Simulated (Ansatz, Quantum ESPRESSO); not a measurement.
# germanene, 2 layers, AB stacking: capacitance across a vacuum gap, part 4 of 4

Wanted: the capacitance of germanene, 2 layers, AB stacking by the effective screening medium.

Quantum ESPRESSO 7.5; plane-wave DFT, LDA, GBRV ultrasoft pseudopotentials; geometry by Ansatz 0.2.0 with PAW datasets.

So far. Step 8 (Ground state: charge 0.0857 e): The electrode's potential over the Fermi level goes from 7.058 to 9.338 eV, the far face's from 4.864 to 4.896 eV. Step 8 (Ground state: charge 0.0857 e): Gauss's law asks for a slope of 180.95 q/A = 1.114 eV/Å in the gap; the run gives 1.112.

### Step 10. SCF with pw.x: between two electrodes with a field of 0.004 Ry/bohr

bc2 puts electrodes at both ends of the cell; esm_efield times the cell length sets the bias between them, and the slab stays neutral.

The input, bc2.in:

```
&control
  prefix = 'bc2'
  outdir = './out'
  pseudo_dir = './pseudo'
  calculation = 'scf'
  tprnfor = .true.
/
&system
  ibrav = 0
  nat = 4
  ntyp = 1
  ecutwfc = 40
  ecutrho = 200
  occupations = 'smearing'
  smearing = 'fd'
  degauss = 0.004
  assume_isolated = 'esm'
  esm_bc = 'bc2'
  esm_efield = 0.004
/
&electrons
  conv_thr = 1e-07
  mixing_beta = 0.4
  electron_maxstep = 120
  mixing_mode = 'local-TF'
/
ATOMIC_SPECIES
  Ge  72.6300  ge_lda_v1.4.uspp.F.UPF
CELL_PARAMETERS angstrom
  4.00859384439964 -0.00000000000000 0.00000000000000
  -2.00429692219982 3.47154410270402 0.00000000000000
  0.00000000000000 0.00000000000000 20.68000000000000
ATOMIC_POSITIONS crystal
  Ge  0.666666666667 0.333333333333 -0.103421721915
  Ge  0.333333333333 0.666666666667 -0.067913823894
  Ge  -0.000000000000 -0.000000000000 0.067913827797
  Ge  0.666666666667 0.333333333333 0.103421721915
K_POINTS automatic
  18 18 1 0 0 0
```

Run with:

```bash
$ OMP_NUM_THREADS=1 mpirun -n 4 pw.x -nk 4 -in bc2.in > bc2.out
```

Output:

```text
[banner, memory and clock lines left out]
Program PWSCF v.7.5 starts
[citation notice left out]

[...]
Message from routine setup:
[...]
bravais-lattice index     =            0
     lattice parameter (alat)  =       7.5751  a.u.
     unit-cell volume          =    1942.0566 (a.u.)^3
     number of atoms/cell      =            4
     number of atomic types    =            1
     number of electrons       =        56.00
     number of Kohn-Sham states=           34
     kinetic-energy cutoff     =      40.0000  Ry
     charge density cutoff     =     200.0000  Ry
     scf convergence threshold =      1.0E-07
     mixing beta               =       0.4000
     number of iterations used =            8  local-TF  mixing
     Exchange-correlation=  SLA  PZ   NOGX NOGC
                           (   1   1   0   0   0   0   0)

     Effective Screening Medium Method
     Boundary Conditions: Metal-Slab-Metal
     total charge in unit cell        =   0.0000
     field strength                   =   0.0040 Ry/a.u.
     grid points for fit at edges     =        4

[...]
PseudoPot. # 1 for Ge read from file:
     ./pseudo/ge_lda_v1.4.uspp.F.UPF
     Pseudo is Ultrasoft + core correction, Zval = 14.0
     Generated by new atomic code, or converted to UPF format
     Using radial grid of  873 points,  6 beta functions with:
                l(1) =   0
                l(2) =   0
                l(3) =   1
                l(4) =   1
                l(5) =   2
                l(6) =   2
     Q(r) pseudized with  8 coefficients,  rinner =    1.400   1.400   1.400
                                                       1.400   1.400

     atomic species   valence    mass     pseudopotential
     Ge               14.00    72.63000     Ge( 1.00)

      6 Sym. Ops. (no inversion) found ( 6 have fractional translation)

[...]
number of k points=    37  Fermi-Dirac smearing, width (Ry)=  0.0040
[...]
Dense  grid:    92575 G-vectors     FFT dimensions: (  36,  36, 180)

     Smooth grid:    66445 G-vectors     FFT dimensions: (  36,  36, 160)

     Initial potential from superposition of free atoms

     starting charge      55.9972, renormalised to      56.0000

     negative rho (up, down):  3.579E-04 0.000E+00
     Starting wfcs are   36 randomized atomic wfcs

     per-process dynamical memory:   101.3 Mb

     Self-consistent Calculation

     iteration #  1     ecut=    40.00 Ry     beta= 0.40
     Davidson diagonalization with overlap
     ethr =  1.00E-02,  avg # of iterations =  5.2

     Threshold (ethr) on eigenvalues was too large:
     Diagonalizing with lowered threshold

     Davidson diagonalization with overlap
     c_bands:  1 eigenvalues not converged
     c_bands:  1 eigenvalues not converged
     c_bands:  1 eigenvalues not converged
     c_bands:  1 eigenvalues not converged
     c_bands:  1 eigenvalues not converged
     c_bands:  1 eigenvalues not converged
     ethr =  6.51E-05,  avg # of iterations = 18.6

     negative rho (up, down):  5.096E-07 0.000E+00

     total energy              =    -852.18651609 Ry
     estimated scf accuracy    <       0.08341572 Ry

     iteration #  2     ecut=    40.00 Ry     beta= 0.40
[...]
negative rho (up, down):  2.240E-07 0.000E+00

[...]
total energy              =    -852.16996573 Ry
     estimated scf accuracy    <       0.05038412 Ry

     iteration #  3     ecut=    40.00 Ry     beta= 0.40
[...]
total energy              =    -852.17237971 Ry
     estimated scf accuracy    <       0.00663213 Ry

     iteration #  4     ecut=    40.00 Ry     beta= 0.40
[...]
c_bands:  1 eigenvalues not converged
     c_bands:  1 eigenvalues not converged
     c_bands:  1 eigenvalues not converged
     c_bands:  1 eigenvalues not converged
     c_bands:  1 eigenvalues not converged
     c_bands:  1 eigenvalues not converged
     c_bands:  1 eigenvalues not converged
[...]
total energy              =    -852.17512429 Ry
     estimated scf accuracy    <       0.00233270 Ry

     iteration #  5     ecut=    40.00 Ry     beta= 0.40
[...]
c_bands:  3 eigenvalues not converged
     c_bands:  1 eigenvalues not converged
     c_bands:  1 eigenvalues not converged
     c_bands:  1 eigenvalues not converged
     c_bands:  1 eigenvalues not converged
     c_bands:  2 eigenvalues not converged
     c_bands:  1 eigenvalues not converged
[...]
total energy              =    -852.17549488 Ry
     estimated scf accuracy    <       0.00126740 Ry

     iteration #  6     ecut=    40.00 Ry     beta= 0.40
[...]
c_bands:  1 eigenvalues not converged
     c_bands:  2 eigenvalues not converged
     c_bands:  1 eigenvalues not converged
     c_bands:  2 eigenvalues not converged
     c_bands:  1 eigenvalues not converged
     c_bands:  2 eigenvalues not converged
     c_bands:  2 eigenvalues not converged
     c_bands:  1 eigenvalues not converged
[...]
total energy              =    -852.17561576 Ry
     estimated scf accuracy    <       0.00048214 Ry

[...]
iteration # 12     ecut=    40.00 Ry     beta= 0.40
[...]
negative rho (up, down):  2.828E-04 0.000E+00

[...]
total energy              =    -852.17352282 Ry
     estimated scf accuracy    <       0.00000103 Ry

     iteration # 13     ecut=    40.00 Ry     beta= 0.40
[...]
negative rho (up, down):  1.473E-04 0.000E+00

[...]
total energy              =    -852.17358946 Ry
     estimated scf accuracy    <       0.00000044 Ry

     iteration # 14     ecut=    40.00 Ry     beta= 0.40
[...]
negative rho (up, down):  7.214E-05 0.000E+00

[...]
total energy              =    -852.17362333 Ry
     estimated scf accuracy    <       0.00000015 Ry

     iteration # 15     ecut=    40.00 Ry     beta= 0.40
[...]
negative rho (up, down):  7.462E-05 0.000E+00

[...]
End of self-consistent calculation

          k = 0.0000 0.0000 0.0000 (  8353 PWs)   bands (ev):

   -28.2728 -28.2728 -28.2563 -28.2563 -28.2103 -28.2103 -28.2001 -28.1940
   -28.1940 -28.1885 -28.1033 -28.0790 -28.0142 -28.0142 -27.9936 -27.9936
   -27.9858 -27.9858 -27.9657 -27.9657 -15.2999 -14.8042  -8.2632  -6.4451
    -4.0675  -4.0675  -4.0239  -4.0239  -3.2692  -2.7986  -1.6316  -0.1537
    -0.1533   0.1219

          k = 0.0000 0.0642 0.0000 (  8331 PWs)   bands (ev):

   -28.2739 -28.2739 -28.2574 -28.2574 -28.2119 -28.2085 -28.1973 -28.1968
   -28.1924 -28.1845 -28.1024 -28.0782 -28.0178 -28.0176 -27.9971 -27.9969
   -27.9834 -27.9824 -27.9632 -27.9622 -15.2649 -14.7704  -8.2550  -6.5293
    -4.6875  -4.3678  -4.1969  -4.0457  -2.6884  -2.3804  -1.6228  -0.3565
    -0.0266   0.2080

[...]
the Fermi energy is    -3.7336 ev

!    total energy              =    -852.17362476 Ry
     estimated scf accuracy    <       0.00000003 Ry
     smearing contrib. (-TS)   =      -0.00031074 Ry
     internal energy E=F+TS    =    -852.17331403 Ry

     The total energy is F=E-TS. E is the sum of the following terms:
     one-electron contribution =  -12862.31085995 Ry
     hartree contribution      =    6458.37176568 Ry
     xc contribution           =    -228.75481211 Ry
     ewald contribution        =    5780.52059236 Ry

     convergence has been achieved in  15 iterations

     negative rho (up, down):  7.462E-05 0.000E+00

     Forces acting on atoms (cartesian axes, Ry/au):

     atom    1 type  1   force =     0.00000000    0.00000000    0.00977768
     atom    2 type  1   force =     0.00000000    0.00000000   -0.00762618
     atom    3 type  1   force =     0.00000000    0.00000000    0.00720376
     atom    4 type  1   force =     0.00000000   -0.00000000   -0.00958446

     Total force =     0.017249     Total SCF correction =     0.000907

[...]
```

Elapsed: 1.9 min, on 4 MPI ranks of Arm Neoverse V2, shared host; peak memory 0.63 GiB.

Read from the output:

- Fermi energy: -3.734 eV
- slope of the potential below: -0.1541 eV/Å
- vacuum line at the lower end of the cell, over the Fermi level: 5.860 eV
- slope of the potential above: -0.1540 eV/Å
- vacuum line at the upper end of the cell, over the Fermi level: 3.734 eV

Electrostatic potential energy of an electron; zero at the Fermi level. Potential energy, planar mean against z:

| z (Å) | potential energy, planar mean (eV) |
| --- | --- |
| -10.0 | 5.81 |
| -9.5 | 5.73 |
| -9.0 | 5.65 |
| -8.5 | 5.58 |
| -8.0 | 5.50 |
| -7.5 | 5.42 |
| -7.0 | 5.35 |
| -6.5 | 5.27 |
| -6.0 | 5.19 |
| -5.5 | 5.11 |
| -5.0 | 5.02 |
| -4.5 | 4.90 |
| -4.0 | 4.66 |
| -3.5 | 3.93 |
| -3.0 | 1.45 |
| -2.5 | -4.57 |
| -2.0 | -9.53 |
| -1.5 | -9.23 |
| -1.0 | -4.13 |
| -0.5 | 1.71 |
| 0.0 | 3.38 |
| 0.5 | 1.70 |
| 1.0 | -4.14 |
| 1.5 | -9.24 |
| 2.0 | -9.56 |
| 2.5 | -4.60 |
| 3.0 | 1.40 |
| 3.5 | 3.83 |
| 4.0 | 4.45 |
| 4.5 | 4.56 |
| 5.0 | 4.54 |
| 5.5 | 4.47 |
| 6.0 | 4.40 |
| 6.5 | 4.33 |
| 7.0 | 4.25 |
| 7.5 | 4.17 |
| 8.0 | 4.09 |
| 8.5 | 4.02 |
| 9.0 | 3.94 |
| 9.5 | 3.86 |
| 10.0 | 3.79 |

The set field of 0.103 V/Å over 20.7 Å is a bias of 2.13 V; the two ends of the cell differ by 2.13 eV. The slope in the vacuum is 0.154 eV/Å in size, more than the set field, because the slab carries little of the drop.

### Step 11. Ground state, with smearing = mv, degauss = 0.03 and conv_thr = 1e-05

How much does a setting matter? One run is repeated with a change.

The input, q3.w0.in:

```
&control
  prefix = 'q3.w0'
  outdir = './out'
  pseudo_dir = './pseudo'
  calculation = 'scf'
  tprnfor = .true.
/
&system
  ibrav = 0
  nat = 4
  ntyp = 1
  ecutwfc = 40
  ecutrho = 200
  occupations = 'smearing'
  smearing = 'mv'
  degauss = 0.03
  assume_isolated = 'esm'
  esm_bc = 'bc3'
  tot_charge = 0.0214
/
&electrons
  conv_thr = 1e-05
  mixing_beta = 0.4
  electron_maxstep = 120
  mixing_mode = 'local-TF'
/
ATOMIC_SPECIES
  Ge  72.6300  ge_lda_v1.4.uspp.F.UPF
CELL_PARAMETERS angstrom
  4.00859384439964 -0.00000000000000 0.00000000000000
  -2.00429692219982 3.47154410270402 0.00000000000000
  0.00000000000000 0.00000000000000 20.68000000000000
ATOMIC_POSITIONS crystal
  Ge  0.666666666667 0.333333333333 0.041645976344
  Ge  0.333333333333 0.666666666667 0.077153874365
  Ge  -0.000000000000 -0.000000000000 0.212981526056
  Ge  0.666666666667 0.333333333333 0.248489420175
K_POINTS automatic
  18 18 1 0 0 0
```

Run with:

```bash
$ OMP_NUM_THREADS=1 mpirun -n 4 pw.x -nk 4 -in q3.w0.in > q3.w0.out
```

Output:

```text
[banner, memory and clock lines left out]
Program PWSCF v.7.5 starts
[citation notice left out]

[...]
Message from routine setup:
[...]
bravais-lattice index     =            0
     lattice parameter (alat)  =       7.5751  a.u.
     unit-cell volume          =    1942.0566 (a.u.)^3
     number of atoms/cell      =            4
     number of atomic types    =            1
     number of electrons       =        55.98
     number of Kohn-Sham states=           34
     kinetic-energy cutoff     =      40.0000  Ry
     charge density cutoff     =     200.0000  Ry
     scf convergence threshold =      1.0E-05
     mixing beta               =       0.4000
     number of iterations used =            8  local-TF  mixing
     Exchange-correlation=  SLA  PZ   NOGX NOGC
                           (   1   1   0   0   0   0   0)

     Effective Screening Medium Method
     Boundary Conditions: Vacuum-Slab-Metal
     total charge in unit cell        =   0.0214
     grid points for fit at edges     =        4

[...]
PseudoPot. # 1 for Ge read from file:
     ./pseudo/ge_lda_v1.4.uspp.F.UPF
     Pseudo is Ultrasoft + core correction, Zval = 14.0
     Generated by new atomic code, or converted to UPF format
     Using radial grid of  873 points,  6 beta functions with:
                l(1) =   0
                l(2) =   0
                l(3) =   1
                l(4) =   1
                l(5) =   2
                l(6) =   2
     Q(r) pseudized with  8 coefficients,  rinner =    1.400   1.400   1.400
                                                       1.400   1.400

     atomic species   valence    mass     pseudopotential
     Ge               14.00    72.63000     Ge( 1.00)

      6 Sym. Ops. (no inversion) found

[...]
number of k points=    37  Marzari-Vanderbilt smearing, width (Ry)=  0.0300
[...]
Dense  grid:    92575 G-vectors     FFT dimensions: (  36,  36, 180)

     Smooth grid:    66445 G-vectors     FFT dimensions: (  32,  32, 160)

     Initial potential from superposition of free atoms

     starting charge      55.9972, renormalised to      55.9786

     negative rho (up, down):  3.576E-04 0.000E+00
     Starting wfcs are   36 randomized atomic wfcs

     per-process dynamical memory:   101.3 Mb

     Self-consistent Calculation

     iteration #  1     ecut=    40.00 Ry     beta= 0.40
     Davidson diagonalization with overlap
     ethr =  1.00E-02,  avg # of iterations =  5.2

     Threshold (ethr) on eigenvalues was too large:
     Diagonalizing with lowered threshold

     Davidson diagonalization with overlap
     c_bands:  1 eigenvalues not converged
     c_bands:  1 eigenvalues not converged
     c_bands:  1 eigenvalues not converged
     ethr =  8.56E-05,  avg # of iterations = 16.9

     negative rho (up, down):  3.909E-07 0.000E+00

     total energy              =    -852.17915198 Ry
     estimated scf accuracy    <       0.10368558 Ry

     iteration #  2     ecut=    40.00 Ry     beta= 0.40
[...]
negative rho (up, down):  2.392E-08 0.000E+00

[...]
total energy              =    -852.16343918 Ry
     estimated scf accuracy    <       0.06043711 Ry

     iteration #  3     ecut=    40.00 Ry     beta= 0.40
[...]
total energy              =    -852.16978277 Ry
     estimated scf accuracy    <       0.00820242 Ry

     iteration #  4     ecut=    40.00 Ry     beta= 0.40
[...]
c_bands:  2 eigenvalues not converged
     c_bands:  1 eigenvalues not converged
     c_bands:  1 eigenvalues not converged
     c_bands:  2 eigenvalues not converged
     c_bands:  2 eigenvalues not converged
     c_bands:  2 eigenvalues not converged
     c_bands:  2 eigenvalues not converged
[...]
total energy              =    -852.17264381 Ry
     estimated scf accuracy    <       0.00428290 Ry

     iteration #  5     ecut=    40.00 Ry     beta= 0.40
[...]
negative rho (up, down):  4.115E-04 0.000E+00

[...]
total energy              =    -852.16220769 Ry
     estimated scf accuracy    <       0.00395263 Ry

     iteration #  6     ecut=    40.00 Ry     beta= 0.40
[...]
negative rho (up, down):  3.959E-04 0.000E+00

[...]
total energy              =    -852.16094270 Ry
     estimated scf accuracy    <       0.00154002 Ry

[...]
iteration # 12     ecut=    40.00 Ry     beta= 0.40
[...]
c_bands:  1 eigenvalues not converged
[...]
negative rho (up, down):  4.920E-04 0.000E+00

[...]
total energy              =    -852.16367153 Ry
     estimated scf accuracy    <       0.00005142 Ry

     iteration # 13     ecut=    40.00 Ry     beta= 0.40
[...]
c_bands:  1 eigenvalues not converged
[...]
negative rho (up, down):  7.860E-04 0.000E+00

[...]
total energy              =    -852.16378021 Ry
     estimated scf accuracy    <       0.00001842 Ry

     iteration # 14     ecut=    40.00 Ry     beta= 0.40
[...]
negative rho (up, down):  6.883E-05 0.000E+00

[...]
total energy              =    -852.16282271 Ry
     estimated scf accuracy    <       0.00001101 Ry

     iteration # 15     ecut=    40.00 Ry     beta= 0.40
[...]
negative rho (up, down):  7.635E-05 0.000E+00

[...]
End of self-consistent calculation

          k = 0.0000 0.0000 0.0000 (  8353 PWs)   bands (ev):

   -30.4252 -30.4252 -30.4159 -30.4159 -30.3628 -30.3628 -30.3535 -30.3535
   -30.3506 -30.3448 -30.2636 -30.2493 -30.1697 -30.1697 -30.1583 -30.1583
   -30.1405 -30.1405 -30.1289 -30.1289 -17.4542 -16.9570 -10.4155  -8.5902
    -6.2191  -6.2191  -6.1789  -6.1789  -5.4215  -4.9381  -3.7311  -2.3090
    -2.3080  -1.8581

          k = 0.0000 0.0642 0.0000 (  8331 PWs)   bands (ev):

   -30.4263 -30.4263 -30.4169 -30.4169 -30.3642 -30.3611 -30.3556 -30.3518
   -30.3481 -30.3415 -30.2626 -30.2484 -30.1735 -30.1733 -30.1619 -30.1617
   -30.1381 -30.1370 -30.1265 -30.1254 -17.4193 -16.9232 -10.4075  -8.6758
    -6.8400  -6.5169  -6.3500  -6.1992  -4.8406  -4.5228  -3.7243  -2.5048
    -2.1799  -1.7350

[...]
the Fermi energy is    -6.0056 ev

!    total energy              =    -852.16286604 Ry
     estimated scf accuracy    <       0.00000143 Ry
     smearing contrib. (-TS)   =       0.00525761 Ry
     internal energy E=F+TS    =    -852.16812365 Ry

     The total energy is F=E-TS. E is the sum of the following terms:
     one-electron contribution =  -19365.98468962 Ry
     hartree contribution      =    9705.80223946 Ry
     xc contribution           =    -228.74466075 Ry
     ewald contribution        =    9036.75898726 Ry

     convergence has been achieved in  15 iterations

     negative rho (up, down):  7.635E-05 0.000E+00

     Forces acting on atoms (cartesian axes, Ry/au):

     atom    1 type  1   force =     0.00000000    0.00000000    0.01252345
     atom    2 type  1   force =     0.00000000   -0.00000000   -0.00694593
     atom    3 type  1   force =     0.00000000    0.00000000    0.00741159
     atom    4 type  1   force =    -0.00000000    0.00000000   -0.01200347

     Total force =     0.020102     Total SCF correction =     0.003877
     SCF correction compared to forces is large: reduce conv_thr to get better values

[...]
```

Wall time 80 s (4 MPI ranks); peak memory 0.63 GiB.

The changed values were drawn from a wide range, not chosen for quality; the comparison shows what they did here together.

Beside the run it was changed from:

| quantity | this run | unchanged run | difference |
| --- | --- | --- | --- |
| vacuum line at the upper end of the cell, over the Fermi level (eV) | 6.005 | 5.923 | 0.082 |
| vacuum line at the lower end of the cell, over the Fermi level (eV) | 4.937 | 4.832 | 0.11 |
| wall time (s) | 80 | 105 |  |
| SCF iterations | 15 | 17 |  |

This run starts from superposed atoms, the unchanged one from a saved density, so their iteration counts don't compare.

Levels move by up to 105 meV, so the change matters at the level of the results.

### Step 12. By hand

Between the smallest and the largest positive charge, Δq = 0.0643 e on A = 13.916 Å² and ΔV = 3.415 V. C = Δq/(A ΔV) = 1.3532e-03 e/(V Å²) = 2.17 µF/cm² (1 e/Å² = 1602 µC/cm²). A plate capacitor with that value has a gap of ε₀/C = 8.854/2.17 = 4.08 Å.

### Step 13. What came out

| Item | Value |
| --- | --- |
| mean capacitance | 2.19 μF/cm² |
| effective gap ε₀/C | 4.04 Å |
| top atoms to the electrode | 5.20 Å |
| work function of the neutral slab (potential of zero charge against vacuum) | 4.79 eV |

**Reading.** Across 5.2 Å of vacuum the capacitance comes to 2.19 μF/cm² (LDA, GBRV ultrasoft). The effective gap is 1.16 Å shorter than the distance from the top atoms, because the added charge sits in front of them, which here outweighs the slab's own density of states in series. The far face's work function moves by 0.17 eV over the series, the shift of the Fermi level through the slab's own bands. The differential capacitance goes from 2.28 µF/cm² on the electron side to 2.17 µF/cm² on the hole side. The ions are fixed at the PBE-D3(BJ) geometry, so no force or energy of the charged cells enters. The mesh and the smearing resolve small carrier pockets only roughly.

[Logs are printed without paths, hosts, clocks, repeated set-up lines and the standing remarks that a program may print on its own settings, such as how far it seeks lower states.]

[Hosts, paths, dates, database ids (printed as entryN), source tags and the programs' standing remarks are cut or masked in the printed files.]

[Maps of the electrostatic potential energy from Ansatz leave out the sawtooth potential of an applied field or a dipole correction, so their vacuum need not be flat; planar profiles and work functions include it.]
